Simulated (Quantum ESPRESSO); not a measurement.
## BP (F-43m): the optical phonon under strain

Aim: the phonon deformation potentials p and q of BP (F-43m), tested on a biaxially strained cell.

Main program and level: Quantum ESPRESSO 7.5; DFT LDA, scalar-relativistic, plane waves, GBRV ultrasoft pseudopotentials.

## 1. The relaxed structure

It takes space group F-43m (No. 216, cubic). The conventional cell has a = 4.493 Å, b = 4.493 Å, c = 4.493 Å, α = 90.00°, β = 90.00°, γ = 90.00°. Nearest to B lie 4 P at 1.95 Å. Nearest to P lie 4 B at 1.95 Å. Farther neighbours are not listed.

This is the cell after its relaxation at this level of theory, not the database cell from which that began.

## 2. Uniaxial strain

The relaxed cell is stretched along z alone. This keeps all atoms on sites fixed by symmetry and splits the threefold mode into a singlet, polarised along z, and a doublet. The macroscopic field is left out, so these are transverse modes. Cutoff 50 Ry, k mesh 12×12×12.

From the response at ε_zz = 0.01:

Log:

```text
[banners, grids, parts of the stress and lines that vanish by symmetry left out]
Program PHONON v.7.5
     Reading xml data from directory:

[...]
Exchange-correlation= PZ
                           (   1   1   0   0   0   0   0)
[...]
kinetic-energy cut-off    =      50.0000  Ry
     charge density cut-off    =     400.0000  Ry
     convergence threshold     =      1.0E-18
[...]
Exchange-correlation= PZ
                           (   1   1   0   0   0   0   0)
[...]
q = (   0.0000000   0.0000000   0.0000000 )
      9 Sym.Ops. (with q -> -q+G )
     G cutoff =  368.8539  (  20843 G-vectors)     FFT grid: ( 40, 40, 40)
     G cutoff =  184.4269  (   7407 G-vectors)  smooth grid: ( 27, 27, 27)
     number of k points=   163
[...]
Mode symmetry, D_2d (-42m) point group:
[...]
Representation #   1 mode #   1
[...]
End of self-consistent calculation
     Convergence has been achieved
     Representation #   2 mode #   2
[...]
End of self-consistent calculation
     Convergence has been achieved
     Representation #   3 modes #   3   4
[...]
End of self-consistent calculation
     Convergence has been achieved
     Representation #   4 modes #   5   6
[...]
End of self-consistent calculation
     Convergence has been achieved
[...]
q = (    0.000000000   0.000000000   0.000000000 )
[...]
freq (    1) =      -0.204458 [THz] =      -6.819987 [cm-1]
     freq (    2) =      -0.166699 [THz] =      -5.560496 [cm-1]
     freq (    3) =      -0.166699 [THz] =      -5.560496 [cm-1]
     freq (    4) =      24.341011 [THz] =     811.928742 [cm-1]
     freq (    5) =      24.360228 [THz] =     812.569746 [cm-1]
     freq (    6) =      24.360228 [THz] =     812.569746 [cm-1]
[...]
Mode symmetry, D_2d (-42m) point group:
     freq (   1-   1) =         -6.8  [cm-1]   --> B_2  X_3  W_2   I+R
     freq (   2-   3) =         -5.6  [cm-1]   --> E    X_5  W_3   I+R
     freq (   4-   4) =        811.9  [cm-1]   --> B_2  X_3  W_2   I+R
     freq (   5-   6) =        812.6  [cm-1]   --> E    X_5  W_3   I+R

   JOB DONE.
```

| ε_zz | singlet (cm⁻¹) | doublet (cm⁻¹) | σ_zz (GPa) | σ_xx (GPa) |
| --- | --- | --- | --- | --- |
| -0.01 | 829.04 | 828.77 | -3.632 | -0.904 |
| -0.005 | 824.88 | 824.69 | -1.817 | -0.452 |
| 0 | 820.63 | 820.63 | -0.020 | -0.020 |
| 0.005 | 816.34 | 816.62 | 1.757 | 0.391 |
| 0.01 | 811.93 | 812.57 | 3.516 | 0.782 |

Stress is counted positive in tension.

## 3. The fit

To first order ω² − ω₀² = p ε_zz + q (ε_xx + ε_yy) for the mode along z, and likewise for x and y. With ε_zz alone the singlet gives p and the doublet q.

The linear terms of parabolas through ω² are p = -2.08 ω₀² and q = -1.97 ω₀², with ω₀ = 820.6 cm⁻¹. Those of the stresses are C11 = 357 GPa and C12 = 84 GPa. Under hydrostatic strain p and q imply γ = −(p + 2q)/(6 ω₀²) = 1.00.

A layer held to an in-plane strain ε and free along z takes ε_zz = −2 (C12/C11) ε = -0.472 ε. To first order the singlet then shifts by (q − p C12/C11) ε / ω₀ = -1215 ε cm⁻¹. For ε = -0.006, ε_zz = 0.00283, the formulas for ω² predict 827.89 cm⁻¹ for the singlet and 828.29 cm⁻¹ for the doublet.

## 4. A biaxially strained cell

This run was no part of the fit.

Log:

```text
[banners, grids, parts of the stress and lines that vanish by symmetry left out]
[banner, memory and clock lines left out]
Program PHONON v.7.5

[...]
Exchange-correlation= PZ
                           (   1   1   0   0   0   0   0)
[...]
kinetic-energy cut-off    =      50.0000  Ry
     charge density cut-off    =     400.0000  Ry
     convergence threshold     =      1.0E-18
[...]
Exchange-correlation= PZ
                           (   1   1   0   0   0   0   0)
[...]
q = (   0.0000000   0.0000000   0.0000000 )
      9 Sym.Ops. (with q -> -q+G )
     G cutoff =  364.0342  (  20403 G-vectors)     FFT grid: ( 40, 40, 40)
     G cutoff =  182.0171  (   7295 G-vectors)  smooth grid: ( 27, 27, 27)
     number of k points=   163
[...]
Mode symmetry, D_2d (-42m) point group:
[...]
Representation #   1 mode #   1
[...]
End of self-consistent calculation
     Convergence has been achieved
     Representation #   2 mode #   2
[...]
End of self-consistent calculation
     Convergence has been achieved
     Representation #   3 modes #   3   4
[...]
End of self-consistent calculation
     Convergence has been achieved
     Representation #   4 modes #   5   6
[...]
End of self-consistent calculation
     Convergence has been achieved
[...]
q = (    0.000000000   0.000000000   0.000000000 )
[...]
freq (    1) =      -0.207531 [THz] =      -6.922503 [cm-1]
     freq (    2) =      -0.200907 [THz] =      -6.701528 [cm-1]
     freq (    3) =      -0.200907 [THz] =      -6.701528 [cm-1]
     freq (    4) =      24.823370 [THz] =     828.018487 [cm-1]
     freq (    5) =      24.831332 [THz] =     828.284072 [cm-1]
     freq (    6) =      24.831332 [THz] =     828.284072 [cm-1]
[...]
Mode symmetry, D_2d (-42m) point group:
     freq (   1-   1) =         -6.9  [cm-1]   --> B_2  X_3  W_2   I+R
     freq (   2-   3) =         -6.7  [cm-1]   --> E    X_5  W_3   I+R
     freq (   4-   4) =        828.0  [cm-1]   --> B_2  X_3  W_2   I+R
     freq (   5-   6) =        828.3  [cm-1]   --> E    X_5  W_3   I+R
```

| mode | predicted (cm⁻¹) | run (cm⁻¹) |
| --- | --- | --- |
| singlet | 827.89 | 828.02 |
| doublet | 828.29 | 828.28 |

The stress along z is -0.019 GPa and that in the plane -2.482 GPa; the unstrained cell carries -0.020 GPa.

## 5. Outcome

```json
{
  "p (in units of the squared frequency)": "-2.084",
  "q (same units)": "-1.973",
  "shift of the singlet per unit of biaxial strain": "-1215 cm⁻¹",
  "C11 and C12": "357 and 84 GPa"
}
```

**Reading.** To first order, one per cent of tensile biaxial strain moves the singlet of BP (F-43m) by -12.2 cm⁻¹ and the doublet by -12.8 cm⁻¹; the formulas miss the test run by up to 0.13 cm⁻¹. In backscattering from (001) the mode polarised along z is the one seen in diamond and zinc-blende crystals; in a polar crystal it is the LO mode, whose potentials differ somewhat from these. The third potential, r, needs shear strain and a relaxation of the atoms, which was not run. These are harmonic values at zero temperature.

[Host names and launcher messages were left out of these logs when they were recorded.]

[Logs are printed without paths, hosts, clocks, repeated set-up lines and the standing remarks that a program may print on its own settings, such as how far it seeks lower states.]

[Hosts, paths, dates, database ids (printed as entryN), source tags and the programs' standing remarks are cut or masked in the printed files.]
